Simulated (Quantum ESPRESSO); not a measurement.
# CoSi2(111), stepped through the number of trilayers, part 5 of 8

What law, if any, do the results for CoSi2(111) follow against the number of trilayers?

Quantum ESPRESSO 7.5; plane-wave DFT, PBE, GBRV ultrasoft pseudopotentials.

So far. Step 5 (Self-consistent run, 2 trilayers): The vacuum levels are read from the outermost 0.7 Å of the cell on either side. Step 5 (Self-consistent run, 2 trilayers): Inside the slab this potential holds the local part of the pseudopotentials, which can be repulsive at the nuclei; only its value in the vacuum has a meaning of its own.

## 6. Relaxation with pw.x, 3 trilayers

System of this step: CoSi2(111), 3 trilayers. The cell holds 9 atoms: 6 Si and 3 Co. Its edges and angles: a = 3.787 Å, b = 3.787 Å, c = 23.722 Å, α = 90.0°, β = 90.0°, γ = 120.0°. It derives from CoSi2. Vacuum lies along c.

m1.relax.in

```
&control
  prefix = 'm1.relax'
  outdir = './out'
  pseudo_dir = './pseudo'
  nstep = 40
  forc_conv_thr = 0.001
  calculation = 'relax'
/
&system
  ibrav = 0
  nat = 9
  ntyp = 2
  ecutwfc = 40
  ecutrho = 200
  occupations = 'smearing'
  smearing = 'mv'
  degauss = 0.02
/
&electrons
  conv_thr = 1e-08
  mixing_beta = 0.4
  electron_maxstep = 120
  mixing_mode = 'local-TF'
/
&ions
/
ATOMIC_SPECIES
  Si  28.0850  si_pbe_v1.uspp.F.UPF
  Co  58.9332  co_pbe_v1.2.uspp.F.UPF
CELL_PARAMETERS angstrom
  3.78698640100000 0.00000000000000 0.00000000000000
  -1.89349320050000 3.27962642722956 0.00000000000000
  0.00000000000000 0.00000000000000 23.72227485694823
ATOMIC_POSITIONS crystal
  Si  0.666666666700 0.333333333300 0.337033773076
  Co  0.000000000000 0.000000000000 0.369627018460
  Si  0.333333333300 0.666666666700 0.402220263845
  Si  0.000000000000 0.000000000000 0.467406754615
  Co  0.333333333300 0.666666666700 0.500000000000
  Si  0.666666666700 0.333333333300 0.532593245385
  Si  0.333333333300 0.666666666700 0.597779736155
  Co  0.666666666700 0.333333333300 0.630372981540
  Si  0.000000000000 0.000000000000 0.662966226924
K_POINTS automatic
  12 12 1 0 0 0
```

Command:

```bash
> OMP_NUM_THREADS=1 mpirun -n 8 pw.x -nk 8 -in m1.relax.in > m1.relax.out
```

Log:

```text
[banner, memory and clock lines left out]
Program PWSCF v.7.5 starts
[...]
Message from routine setup:
[...]
number of electrons       =        75.00
     number of Kohn-Sham states=           46
     kinetic-energy cutoff     =      40.0000  Ry
     charge density cutoff     =     200.0000  Ry
[...]
number of k points=    19  Marzari-Vanderbilt smearing, width (Ry)=  0.0200
[...]
Dense  grid:    94791 G-vectors     FFT dimensions: (  36,  36, 216)
[...]
negative rho (up, down):  7.710E-04 0.000E+00
     Starting wfcs are   63 randomized atomic wfcs
[...]
negative rho (up, down):  4.885E-03 0.000E+00
[...]
estimated scf accuracy    <      52.30409877 Ry
[...]
negative rho (up, down):  1.283E-03 0.000E+00
[...]
estimated scf accuracy    <       7.22047487 Ry
[...]
negative rho (up, down):  6.124E-04 0.000E+00
[...]
estimated scf accuracy    <       0.50827768 Ry
[...]
negative rho (up, down):  5.734E-05 0.000E+00
[...]
estimated scf accuracy    <       0.11684621 Ry
[...]
negative rho (up, down):  2.134E-05 0.000E+00
[...]
estimated scf accuracy    <       0.14394980 Ry
[...]
negative rho (up, down):  7.338E-06 0.000E+00
[...]
estimated scf accuracy    <       0.01769899 Ry
[...]
negative rho (up, down):  4.041E-07 0.000E+00
[...]
estimated scf accuracy    <       0.01178829 Ry
[...]
negative rho (up, down):  1.912E-07 0.000E+00
[...]
estimated scf accuracy    <       0.00777876 Ry
[...]
negative rho (up, down):  1.005E-05 0.000E+00
[...]
estimated scf accuracy    <       0.00473585 Ry
[...]
negative rho (up, down):  9.955E-06 0.000E+00
[...]
estimated scf accuracy    <       0.00154409 Ry
[...]
negative rho (up, down):  1.486E-03 0.000E+00
[...]
estimated scf accuracy    <       0.00049440 Ry
[...]
negative rho (up, down):  1.718E-03 0.000E+00
[...]
estimated scf accuracy    <       0.00006234 Ry
[...]
negative rho (up, down):  8.768E-04 0.000E+00
[...]
estimated scf accuracy    <       0.00002042 Ry
[...]
negative rho (up, down):  9.369E-04 0.000E+00
[...]
estimated scf accuracy    <       0.00000212 Ry
[...]
negative rho (up, down):  9.564E-04 0.000E+00
[...]
estimated scf accuracy    <       0.00000019 Ry
[...]
negative rho (up, down):  9.625E-04 0.000E+00
[...]
estimated scf accuracy    <       0.00000007 Ry
[...]
negative rho (up, down):  9.634E-04 0.000E+00
[...]
estimated scf accuracy    <       0.00000001 Ry
[...]
negative rho (up, down):  9.648E-04 0.000E+00
[...]
the Fermi energy is     1.9315 ev
!    total energy              =    -953.16694041 Ry
     estimated scf accuracy    <          4.2E-09 Ry
     smearing contrib. (-TS)   =       0.00100171 Ry
     internal energy E=F+TS    =    -953.16794212 Ry
[...]
one-electron contribution =   -5306.48988415 Ry
     hartree contribution      =    2663.13136598 Ry
     xc contribution           =    -124.23533155 Ry
     ewald contribution        =    1814.42590760 Ry
     convergence has been achieved in  18 iterations
     negative rho (up, down):  9.648E-04 0.000E+00
[...]
Total force =     0.042268     Total SCF correction =     0.000424
[...]
negative rho (up, down):  9.563E-04 0.000E+00
[...]
negative rho (up, down):  1.099E-03 0.000E+00
[...]
estimated scf accuracy    <       0.00968341 Ry
[...]
negative rho (up, down):  1.199E-03 0.000E+00
[...]
estimated scf accuracy    <       0.00271919 Ry
[...]
negative rho (up, down):  1.528E-03 0.000E+00
[...]
estimated scf accuracy    <       0.00304799 Ry
[...]
negative rho (up, down):  1.545E-03 0.000E+00
[...]
estimated scf accuracy    <       0.00006784 Ry
[...]
negative rho (up, down):  1.562E-03 0.000E+00
[...]
estimated scf accuracy    <       0.00002894 Ry
[...]
negative rho (up, down):  1.576E-03 0.000E+00
[...]
estimated scf accuracy    <       0.00007225 Ry
[...]
negative rho (up, down):  1.319E-03 0.000E+00
[...]
estimated scf accuracy    <       0.00000414 Ry
[...]
negative rho (up, down):  1.165E-03 0.000E+00
[...]
estimated scf accuracy    <       0.00000568 Ry
[...]
negative rho (up, down):  1.030E-03 0.000E+00
[...]
estimated scf accuracy    <       0.00000036 Ry
[...]
negative rho (up, down):  9.827E-04 0.000E+00
[...]
estimated scf accuracy    <       0.00000007 Ry
[...]
negative rho (up, down):  9.675E-04 0.000E+00
[...]
estimated scf accuracy    <       0.00000001 Ry
[...]
negative rho (up, down):  9.609E-04 0.000E+00
[...]
the Fermi energy is     1.9161 ev
!    total energy              =    -953.16855077 Ry
     estimated scf accuracy    <          8.3E-09 Ry
     smearing contrib. (-TS)   =       0.00089249 Ry
     internal energy E=F+TS    =    -953.16944326 Ry
[...]
one-electron contribution =   -5299.38184273 Ry
     hartree contribution      =    2659.53027294 Ry
     xc contribution           =    -124.24213511 Ry
     ewald contribution        =    1810.92426164 Ry
     convergence has been achieved in  12 iterations
     negative rho (up, down):  9.609E-04 0.000E+00
[...]
Total force =     0.033963     Total SCF correction =     0.000469
[...]
WARNING: bfgs curvature condition failed, Theta= 0.999
[...]
negative rho (up, down):  9.496E-04 0.000E+00
[...]
negative rho (up, down):  1.116E-03 0.000E+00
[...]
estimated scf accuracy    <       0.01022508 Ry
[...]
negative rho (up, down):  1.231E-03 0.000E+00
[...]
estimated scf accuracy    <       0.00281168 Ry
[...]
negative rho (up, down):  1.612E-03 0.000E+00
[...]
estimated scf accuracy    <       0.00298234 Ry
[...]
negative rho (up, down):  1.621E-03 0.000E+00
[...]
estimated scf accuracy    <       0.00007193 Ry
[...]
negative rho (up, down):  1.604E-03 0.000E+00
[...]
estimated scf accuracy    <       0.00002975 Ry
[...]
negative rho (up, down):  1.616E-03 0.000E+00
[...]
estimated scf accuracy    <       0.00007449 Ry
[...]
negative rho (up, down):  1.324E-03 0.000E+00
[...]
estimated scf accuracy    <       0.00000541 Ry
[...]
negative rho (up, down):  1.154E-03 0.000E+00
[...]
estimated scf accuracy    <       0.00000928 Ry
[...]
negative rho (up, down):  1.012E-03 0.000E+00
[...]
estimated scf accuracy    <       0.00000044 Ry
[...]
negative rho (up, down):  9.762E-04 0.000E+00
[...]
estimated scf accuracy    <       0.00000008 Ry
[...]
convergence has been achieved in  13 iterations
     negative rho (up, down):  9.540E-04 0.000E+00
[...]
Total force =     0.025208     Total SCF correction =     0.000146
[...]
negative rho (up, down):  9.379E-04 0.000E+00
[...]
negative rho (up, down):  1.168E-03 0.000E+00
[...]
estimated scf accuracy    <       0.01829414 Ry
[...]
negative rho (up, down):  1.298E-03 0.000E+00
[...]
estimated scf accuracy    <       0.00503318 Ry
[...]
negative rho (up, down):  1.817E-03 0.000E+00
[...]
estimated scf accuracy    <       0.00513615 Ry
[...]
negative rho (up, down):  1.847E-03 0.000E+00
[...]
estimated scf accuracy    <       0.00013416 Ry
[...]
negative rho (up, down):  1.901E-03 0.000E+00
[...]
estimated scf accuracy    <       0.00005124 Ry
[...]
negative rho (up, down):  1.926E-03 0.000E+00
[...]
estimated scf accuracy    <       0.00014400 Ry
[...]
negative rho (up, down):  1.529E-03 0.000E+00
[...]
estimated scf accuracy    <       0.00001140 Ry
[...]
negative rho (up, down):  1.257E-03 0.000E+00
[...]
estimated scf accuracy    <       0.00001694 Ry
[...]
negative rho (up, down):  1.008E-03 0.000E+00
[...]
estimated scf accuracy    <       0.00000069 Ry
[...]
negative rho (up, down):  9.757E-04 0.000E+00
[...]
estimated scf accuracy    <       0.00000017 Ry
[...]
negative rho (up, down):  9.510E-04 0.000E+00
[...]
estimated scf accuracy    <       0.00000005 Ry
[...]
negative rho (up, down):  9.467E-04 0.000E+00
[...]
estimated scf accuracy    <          9.4E-09 Ry
[...]
negative rho (up, down):  9.454E-04 0.000E+00
[...]
estimated scf accuracy    <          2.7E-09 Ry
[...]
negative rho (up, down):  9.445E-04 0.000E+00
[...]
the Fermi energy is     1.8795 ev
!    total energy              =    -953.17117558 Ry
     estimated scf accuracy    <          5.7E-10 Ry
     smearing contrib. (-TS)   =       0.00065153 Ry
     internal energy E=F+TS    =    -953.17182712 Ry
[...]
one-electron contribution =   -5284.41631326 Ry
     hartree contribution      =    2651.92022727 Ry
     xc contribution           =    -124.26363245 Ry
     ewald contribution        =    1803.58789132 Ry
     convergence has been achieved in  14 iterations
     negative rho (up, down):  9.445E-04 0.000E+00
[...]
Total force =     0.013478     Total SCF correction =     0.000069
[...]
negative rho (up, down):  9.355E-04 0.000E+00
[...]
negative rho (up, down):  1.151E-03 0.000E+00
[...]
estimated scf accuracy    <       0.01551086 Ry
[...]
negative rho (up, down):  1.275E-03 0.000E+00
[...]
estimated scf accuracy    <       0.00428606 Ry
[...]
negative rho (up, down):  1.742E-03 0.000E+00
[...]
estimated scf accuracy    <       0.00348339 Ry
[...]
negative rho (up, down):  1.760E-03 0.000E+00
[...]
estimated scf accuracy    <       0.00011920 Ry
[...]
negative rho (up, down):  1.802E-03 0.000E+00
[...]
estimated scf accuracy    <       0.00004178 Ry
[...]
negative rho (up, down):  1.809E-03 0.000E+00
[...]
estimated scf accuracy    <       0.00009929 Ry
[...]
negative rho (up, down):  1.473E-03 0.000E+00
[...]
estimated scf accuracy    <       0.00001437 Ry
[...]
negative rho (up, down):  1.221E-03 0.000E+00
[...]
estimated scf accuracy    <       0.00001770 Ry
[...]
negative rho (up, down):  1.025E-03 0.000E+00
[...]
estimated scf accuracy    <       0.00000103 Ry
[...]
negative rho (up, down):  9.752E-04 0.000E+00
[...]
estimated scf accuracy    <       0.00000044 Ry
[...]
negative rho (up, down):  9.512E-04 0.000E+00
[...]
estimated scf accuracy    <       0.00000002 Ry
[...]
negative rho (up, down):  9.463E-04 0.000E+00
[...]
estimated scf accuracy    <       0.00000004 Ry
[...]
negative rho (up, down):  9.449E-04 0.000E+00
[...]
estimated scf accuracy    <          4.5E-09 Ry
[...]
negative rho (up, down):  9.440E-04 0.000E+00
[...]
the Fermi energy is     1.8600 ev
!    total energy              =    -953.17167146 Ry
     estimated scf accuracy    <          6.9E-10 Ry
     smearing contrib. (-TS)   =       0.00054823 Ry
     internal energy E=F+TS    =    -953.17221969 Ry
[...]
one-electron contribution =   -5278.06678466 Ry
     hartree contribution      =    2648.67280836 Ry
     xc contribution           =    -124.27980142 Ry
     ewald contribution        =    1800.50155802 Ry
     convergence has been achieved in  14 iterations
     negative rho (up, down):  9.440E-04 0.000E+00
[...]
Total force =     0.005577     Total SCF correction =     0.000061
[...]
negative rho (up, down):  9.440E-04 0.000E+00
[...]
negative rho (up, down):  9.350E-04 0.000E+00
[...]
estimated scf accuracy    <       0.00006998 Ry
[...]
negative rho (up, down):  9.257E-04 0.000E+00
[...]
estimated scf accuracy    <       0.00002339 Ry
[...]
negative rho (up, down):  9.055E-04 0.000E+00
[...]
estimated scf accuracy    <       0.00002652 Ry
[...]
negative rho (up, down):  9.044E-04 0.000E+00
[...]
estimated scf accuracy    <       0.00000049 Ry
[...]
negative rho (up, down):  9.018E-04 0.000E+00
[...]
estimated scf accuracy    <       0.00000024 Ry
[...]
negative rho (up, down):  8.995E-04 0.000E+00
[...]
estimated scf accuracy    <       0.00000052 Ry
[...]
negative rho (up, down):  9.159E-04 0.000E+00
[...]
estimated scf accuracy    <       0.00000006 Ry
[...]
negative rho (up, down):  9.248E-04 0.000E+00
[...]
estimated scf accuracy    <       0.00000002 Ry
[...]
negative rho (up, down):  9.362E-04 0.000E+00
[...]
estimated scf accuracy    <          3.7E-09 Ry
[...]
negative rho (up, down):  9.425E-04 0.000E+00
[...]
estimated scf accuracy    <          3.4E-09 Ry
[...]
negative rho (up, down):  9.446E-04 0.000E+00
[...]
the Fermi energy is     1.8593 ev
!    total energy              =    -953.17169954 Ry
     estimated scf accuracy    <          1.4E-10 Ry
     smearing contrib. (-TS)   =       0.00055190 Ry
     internal energy E=F+TS    =    -953.17225144 Ry
[...]
one-electron contribution =   -5279.70488989 Ry
     hartree contribution      =    2649.48935621 Ry
     xc contribution           =    -124.28213004 Ry
     ewald contribution        =    1801.32541227 Ry
     convergence has been achieved in  11 iterations
     negative rho (up, down):  9.446E-04 0.000E+00
[...]
Total force =     0.004315     Total SCF correction =     0.000109
[...]
negative rho (up, down):  9.448E-04 0.000E+00
[...]
negative rho (up, down):  9.262E-04 0.000E+00
[...]
estimated scf accuracy    <       0.00026963 Ry
[...]
negative rho (up, down):  9.084E-04 0.000E+00
[...]
estimated scf accuracy    <       0.00008417 Ry
[...]
negative rho (up, down):  8.649E-04 0.000E+00
[...]
estimated scf accuracy    <       0.00010263 Ry
[...]
negative rho (up, down):  8.639E-04 0.000E+00
[...]
estimated scf accuracy    <       0.00000224 Ry
[...]
negative rho (up, down):  8.605E-04 0.000E+00
[...]
estimated scf accuracy    <       0.00000094 Ry
[...]
negative rho (up, down):  8.557E-04 0.000E+00
[...]
estimated scf accuracy    <       0.00000272 Ry
[...]
negative rho (up, down):  8.876E-04 0.000E+00
[...]
estimated scf accuracy    <       0.00000023 Ry
[...]
negative rho (up, down):  9.085E-04 0.000E+00
[...]
estimated scf accuracy    <       0.00000014 Ry
[...]
negative rho (up, down):  9.240E-04 0.000E+00
[...]
estimated scf accuracy    <       0.00000001 Ry
[...]
negative rho (up, down):  9.411E-04 0.000E+00
[...]
estimated scf accuracy    <          8.3E-09 Ry
[...]
negative rho (up, down):  9.438E-04 0.000E+00
[...]
estimated scf accuracy    <          2.8E-10 Ry
[...]
negative rho (up, down):  9.452E-04 0.000E+00
[...]
```

Elapsed: 9.6 min, on 8 MPI ranks of Arm Neoverse N1, shared host; peak memory 1.3 GiB; 77 min of CPU time.

Step by step:

```csv
step,energy less that of the first step (eV),largest force (eV/Å)
1,0.0000,0.5745
2,-0.0219,0.4702
3,-0.0402,0.3582
4,-0.0576,0.1957
5,-0.0644,0.0811
6,-0.0648,0.0674
7,-0.0651,0.0465
8,-0.0654,0.0213
```

The atoms that moved most (Å):

```csv
atom,dx,dy,dz,length
Si9,0.000,0.000,-0.070,0.070
Si1,0.000,0.000,0.070,0.070
Si4,0.000,0.000,-0.037,0.037
Si6,0.000,0.000,0.037,0.037
Co8,0.000,0.000,0.035,0.035
Co2,0.000,0.000,-0.035,0.035
Si3,0.000,0.000,-0.009,0.009
Si7,0.000,0.000,0.009,0.009
```

Final coordinates:

```cif
data_structure
_symmetry_space_group_name_H-M 'P 1'
_symmetry_Int_Tables_number 1
_cell_length_a 3.7870
_cell_length_b 3.7870
_cell_length_c 23.7223
_cell_angle_alpha 90.000
_cell_angle_beta 90.000
_cell_angle_gamma 120.000
_cell_volume 294.63
loop_
_atom_site_label
_atom_site_type_symbol
_atom_site_fract_x
_atom_site_fract_y
_atom_site_fract_z
_atom_site_occupancy
Si1 Si 0.66667 0.33333 0.34000 1
Co2 Co 0.00000 0.00000 0.36816 1
Si3 Si 0.33333 0.66667 0.40183 1
Si4 Si 0.00000 0.00000 0.46584 1
Co5 Co 0.33333 0.66667 0.50000 1
Si6 Si 0.66667 0.33333 0.53416 1
Si7 Si 0.33333 0.66667 0.59817 1
Co8 Co 0.66667 0.33333 0.63184 1
Si9 Si 0.00000 0.00000 0.66000 1
```

The relaxation lowers the energy by 7 meV an atom.

Numbers from this step:

| Quantity | Value |
| --- | --- |
| free energy | -12968.5622 eV |
| Fermi energy | 1.86 eV |

(Continued in part 6 of 8.)

[Logs are printed without paths, hosts, clocks, repeated set-up lines and the standing remarks that a program may print on its own settings, such as how far it seeks lower states.]

[Hosts, paths, dates, database ids (printed as entryN), source tags and the programs' standing remarks are cut or masked in the printed files.]

[Maps of the electrostatic potential energy from Ansatz leave out the sawtooth potential of an applied field or a dipole correction, so their vacuum need not be flat; planar profiles and work functions include it.]
